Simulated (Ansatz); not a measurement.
# Screened interactions in ThBr4 (I4_1/amd), part 2 of 2

Aim: U, U′ and J for the Th f shell of ThBr4 (I4_1/amd).

Ansatz 0.2.0; non-magnetic LDA, then constrained RPA, plane waves, PAW.

So far. Step 2 (LDA bands and orbital weights): The gap is direct, at Γ. Step 3 (Constrained RPA: Th f, bands c1 to c14, 2×2×2 mesh …): On the Th f shell, screening brings the on-site interaction from 13.8 eV down to U = 3.65 eV.

## Step 4: Constrained RPA: Th f + anion p, bands v24 to c14, 2×2×2 mesh, medium accuracy

Input file input.yaml:

```yaml
crystal:
  lattice:
    - [-4.4655, 4.4655, 3.9815]
    - [4.4655, -4.4655, 3.9815]
    - [4.4655, 4.4655, -3.9815]
  atoms:
    - { symbol: Th, position: [0.0, 0.0, 0.0] }
    - { symbol: Th, position: [0.75, 0.25, 0.5] }
    - { symbol: Br, position: [0.232, 0.921, 0.311] }
    - { symbol: Br, position: [0.671, 0.86, 0.189] }
    - { symbol: Br, position: [0.61, 0.921, 0.689] }
    - { symbol: Br, position: [0.671, 0.482, 0.811] }
    - { symbol: Br, position: [0.518, 0.329, 0.189] }
    - { symbol: Br, position: [0.079, 0.768, 0.689] }
    - { symbol: Br, position: [0.14, 0.329, 0.811] }
    - { symbol: Br, position: [0.079, 0.39, 0.311] }
kpoints:
  mp_grid: { grid: [4, 4, 4] }
hamiltonian:
  xc: lda
scf:
  occupations: { method: gaussian, width: 0.08 }
  n_extra_bands: 28
  max_iter: 150
  lower_state_search: "off"
output:
  crpa:
    kmesh: [2, 2, 2]
    target_bands: [v24, c14]
    projections: [{ species: Th, l: f, shell: 5 }, { species: Br, l: p, shell: 4 }]
  local_orbitals:
    kmesh: [4, 4, 4]
    orbitals: [{ species: Th, l: f, shell: 5 }, { species: Br, l: p, shell: 4 }]
    window: { bands: [v24, c14] }
    seedname: lo
```

On the command line:

```bash
> ansatz run input.yaml --threads 8 --pin off --max-ram 18432MiB --backend cpu --events-out ev --progress --plain --runs-dir out
```

Elapsed: 9.4 min, on 8 threads of Arm Neoverse V2, shared host; peak memory 5.4 GiB; 72 min of CPU time.

Numbers from this step:

| Property | Result |
| --- | --- |
| U | 5.347 eV |
| U prime (inter-orbital) | 4.707 eV |
| J | 0.3001 eV |
| bare V | 14.39 eV |
| bare J | 0.4119 eV |
| stated bound on U | 0.008968 eV |
| U over bare V | 0.3716 |
| electrons in the window | 48 |
| head of the constrained inverse dielectric matrix | 0.2816 |
| least eigenvalue of the projection's overlap | 0.4767 |
| target functions | 38 |
| bands in the sums | 108 |
| r.m.s. miss of the model bands | 0.001789 eV |
| width of the target bands | 7.663 eV |
| weight of the projected orbitals in the window | 0.8988 |

On the Th f shell, screening brings the on-site interaction from 14.4 eV down to U = 5.35 eV.

Kanamori averages over each shell's functions. Crpa shells, by row:

| site | element | shell | orbitals | U (eV) | U' (eV) | J (eV) | bare V (eV) | bare V' (eV) | bare J (eV) | bound on U (eV) |
| --- | --- | --- | --- | --- | --- | --- | --- | --- | --- | --- |
| 1 | Th | 5F | 7 | 5.347 | 4.707 | 0.3001 | 14.39 | 13.49 | 0.4119 | 0.008968 |
| 2 | Th | 5F | 7 | 5.347 | 4.707 | 0.3001 | 14.39 | 13.49 | 0.4119 | 0.008968 |
| 3 | Br | 4P | 3 | 4.572 | 3.722 | 0.4263 | 11.67 | 10.37 | 0.6445 | 0.005503 |
| 4 | Br | 4P | 3 | 4.572 | 3.722 | 0.4263 | 11.67 | 10.37 | 0.6445 | 0.005503 |
| 5 | Br | 4P | 3 | 4.572 | 3.722 | 0.4263 | 11.67 | 10.37 | 0.6445 | 0.005503 |
| 6 | Br | 4P | 3 | 4.572 | 3.722 | 0.4263 | 11.67 | 10.37 | 0.6445 | 0.005504 |
| 7 | Br | 4P | 3 | 4.572 | 3.722 | 0.4263 | 11.67 | 10.37 | 0.6445 | 0.005503 |
| 8 | Br | 4P | 3 | 4.572 | 3.722 | 0.4263 | 11.67 | 10.37 | 0.6445 | 0.005503 |
| 9 | Br | 4P | 3 | 4.572 | 3.722 | 0.4263 | 11.67 | 10.37 | 0.6445 | 0.005503 |
| 10 | Br | 4P | 3 | 4.572 | 3.722 | 0.4263 | 11.67 | 10.37 | 0.6445 | 0.005503 |

Projected local orbitals of the target window. The electronic bands at the labelled points (eV, zero at the Fermi level; v1 is the highest filled band, c1 the lowest empty one):

| point | v4 | v3 | v2 | v1 | c1 | c2 | c3 | c4 |
| --- | --- | --- | --- | --- | --- | --- | --- | --- |
| Γ | -1.88 | -1.88 | -1.76 | -1.43 | 1.43 | 1.53 | 1.54 | 1.73 |
| halfway | -2.31 | -2.01 | -1.96 | -1.56 | 1.45 | 1.56 | 1.57 | 1.64 |
| X | -2.32 | -2.32 | -1.84 | -1.84 | 1.54 | 1.54 | 1.62 | 1.62 |
| halfway | -2.30 | -2.30 | -1.95 | -1.95 | 1.55 | 1.55 | 1.62 | 1.62 |
| M | -2.39 | -2.39 | -1.80 | -1.80 | 1.54 | 1.54 | 1.57 | 1.57 |
| halfway | -2.34 | -2.13 | -1.87 | -1.70 | 1.49 | 1.56 | 1.58 | 1.64 |
| Γ | -1.88 | -1.88 | -1.76 | -1.43 | 1.43 | 1.53 | 1.54 | 1.73 |
| halfway | -2.15 | -2.03 | -2.03 | -1.92 | 1.50 | 1.53 | 1.59 | 1.61 |
| Z | -2.54 | -2.23 | -1.82 | -1.82 | 1.54 | 1.54 | 1.55 | 1.59 |
| jump to Z0 | -2.54 | -2.23 | -1.82 | -1.82 | 1.54 | 1.54 | 1.55 | 1.59 |
| halfway | -2.47 | -2.31 | -1.81 | -1.81 | 1.54 | 1.54 | 1.56 | 1.58 |
| M | -2.39 | -2.39 | -1.80 | -1.80 | 1.54 | 1.54 | 1.57 | 1.57 |
| jump to X | -2.32 | -2.32 | -1.84 | -1.84 | 1.54 | 1.54 | 1.62 | 1.62 |
| halfway | -2.24 | -2.24 | -1.86 | -1.86 | 1.56 | 1.56 | 1.61 | 1.61 |
| P | -2.08 | -2.08 | -1.92 | -1.92 | 1.57 | 1.57 | 1.60 | 1.60 |
| halfway | -2.08 | -2.06 | -2.01 | -1.89 | 1.54 | 1.55 | 1.60 | 1.60 |
| N | -2.10 | -2.08 | -2.07 | -1.88 | 1.52 | 1.53 | 1.56 | 1.60 |
| halfway | -2.09 | -1.95 | -1.84 | -1.75 | 1.48 | 1.54 | 1.55 | 1.64 |
| Γ | -1.88 | -1.88 | -1.76 | -1.43 | 1.43 | 1.53 | 1.54 | 1.73 |

The same for Kohn-Sham, solved directly:

| point | v4 | v3 | v2 | v1 | c1 | c2 | c3 | c4 |
| --- | --- | --- | --- | --- | --- | --- | --- | --- |
| Γ | -1.88 | -1.88 | -1.76 | -1.43 | 1.43 | 1.53 | 1.54 | 1.73 |
| X | -2.32 | -2.32 | -1.84 | -1.84 | 1.54 | 1.54 | 1.62 | 1.62 |
| M | -2.39 | -2.39 | -1.80 | -1.80 | 1.54 | 1.54 | 1.57 | 1.57 |
| Γ | -1.88 | -1.88 | -1.76 | -1.43 | 1.43 | 1.53 | 1.54 | 1.73 |
| Z | -2.54 | -2.23 | -1.82 | -1.82 | 1.54 | 1.54 | 1.55 | 1.59 |
| Z0 | -2.54 | -2.23 | -1.82 | -1.82 | 1.54 | 1.54 | 1.55 | 1.59 |
| M | -2.39 | -2.39 | -1.80 | -1.80 | 1.54 | 1.54 | 1.57 | 1.57 |
| X | -2.32 | -2.32 | -1.84 | -1.84 | 1.54 | 1.54 | 1.62 | 1.62 |
| P | -2.08 | -2.08 | -1.92 | -1.92 | 1.57 | 1.57 | 1.60 | 1.60 |
| N | -2.10 | -2.08 | -2.07 | -1.88 | 1.52 | 1.53 | 1.56 | 1.60 |
| Γ | -1.88 | -1.88 | -1.76 | -1.43 | 1.43 | 1.53 | 1.54 | 1.73 |

Onsite levels, by row:

| orbital | level less Fermi level (eV) |
| --- | --- |
| Th1 fz3 | 1.573 |
| Th1 fxz2 | 1.531 |
| Th1 fyz2 | 1.531 |
| Th1 fz(x2-y2) | 1.552 |
| Th1 fxyz | 1.638 |
| Th1 fx(x2-3y2) | 1.611 |
| Th1 fy(3x2-y2) | 1.611 |
| Th2 fz3 | 1.573 |
| Th2 fxz2 | 1.531 |
| Th2 fyz2 | 1.531 |
| Th2 fz(x2-y2) | 1.552 |
| Th2 fxyz | 1.638 |
| Th2 fx(x2-3y2) | 1.611 |
| Th2 fy(3x2-y2) | 1.611 |
| Br3 pz | -3.174 |
| Br3 px | -2.814 |
| Br3 py | -3.59 |
| Br4 pz | -3.174 |
| Br4 px | -3.59 |
| Br4 py | -2.814 |
| Br5 pz | -3.174 |
| Br5 px | -2.814 |
| Br5 py | -3.59 |
| Br6 pz | -3.174 |
| Br6 px | -3.59 |
| Br6 py | -2.814 |
| Br7 pz | -3.174 |
| Br7 px | -2.814 |
| Br7 py | -3.59 |
| Br8 pz | -3.174 |
| Br8 px | -3.59 |
| Br8 py | -2.814 |
| Br9 pz | -3.174 |
| Br9 px | -2.814 |
| Br9 py | -3.59 |
| Br10 pz | -3.174 |
| Br10 px | -3.59 |
| Br10 py | -2.814 |

Largest distinct elements between sites. Hoppings, by row:

| from | to | cell | distance (Å) | t (eV) |
| --- | --- | --- | --- | --- |
| Br4 pz | Br10 pz | 1 1 0 | 3.427 | 0.6823 |
| Br10 px | Br8 px | 0 0 0 | 3.376 | 0.6546 |
| Br4 py | Th2 fy(3x2-y2) | 0 1 0 | 2.848 | -0.5036 |
| Br8 px | Br10 px | 0 1 1 | 5.555 | 0.487 |
| Br4 px | Th2 fx(x2-3y2) | 0 1 0 | 2.848 | 0.4754 |
| Br7 pz | Th2 fyz2 | 0 0 0 | 2.848 | 0.4398 |
| Br9 pz | Th2 fz(x2-y2) | -1 0 0 | 2.848 | 0.3199 |
| Th1 fxz2 | Br7 px | 0 0 0 | 3.117 | -0.2944 |
| Th2 fz(x2-y2) | Br5 pz | 0 -1 0 | 3.117 | -0.2868 |
| Br3 py | Th2 fz3 | 0 1 0 | 3.117 | 0.282 |
| Br4 px | Br8 pz | 1 1 0 | 5.522 | 0.2717 |
| Br10 px | Th2 fxz2 | -1 0 0 | 3.117 | 0.264 |

## Step 5: The windows together

Times are wall times on 8 threads of Arm Neoverse V2, shared host, good to a factor of about two.

| target | bands | functions | width (eV) | bare V (eV) | U (eV) | U′ (eV) | J (eV) | U/V | time |
| --- | --- | --- | --- | --- | --- | --- | --- | --- | --- |
| Th f | c1–c14 | 14 | 0.70 | 13.79 | 3.65 | 3.07 | 0.28 | 0.26 | 3.5 min |
| Th f + anion p | v24–c14 | 38 | 7.66 | 14.39 | 5.35 | 4.71 | 0.30 | 0.37 | 9.4 min |

## Step 6: What came out

```yaml
th_f: U 3.65 eV, U′ 3.07 eV, J 0.28 eV, bare V 13.8 eV
th_f_anion_p: U 5.35 eV, U′ 4.71 eV, J 0.30 eV, bare V 14.4 eV
method: constrained RPA on non-magnetic LDA, 2×2×2 mesh, static; search for lower states off
```

What this shows: For Th f, screening cuts the on-site interaction from 13.79 eV to 3.65 eV (26 %), while J goes only from 0.40 eV to 0.28 eV: the monopole is screened far more than the multipoles. U − 2J differs from U′ by +0.03 eV, so the Kanamori relation holds well. U is 5.2 times the width of the target bands. With the window Th f + anion p U becomes 5.35 eV and the bare V 14.39 eV, so U/V goes from 0.26 to 0.37. The window Th f is empty, so it holds no transition to leave out and its U is the fully screened RPA value. The parent state is non-magnetic and the interaction static (zero frequency); U depends on the window and the orbitals, so it belongs to this model alone. Spin-orbit coupling, which is strong for atoms this heavy, is left out. A window that holds the anion p bands defines a model with explicit ligands; its U belongs to that model and is not the U of DFT+U. Coarse meshes can leave U off its limit, most where the target bands are metallic.

[Paths, hosts, dates, memory and timing lines, banners, echoed tables and standing remarks are left out of the program output.]

[Logs are printed without paths, hosts, clocks, repeated set-up lines and the standing remarks that a program may print on its own settings, such as how far it seeks lower states.]

[Runs of the session that timed out or met a known fault of the program may be left out.]

[Hosts, paths, dates, database ids (printed as entryN), source tags and the programs' standing remarks are cut or masked in the printed files.]
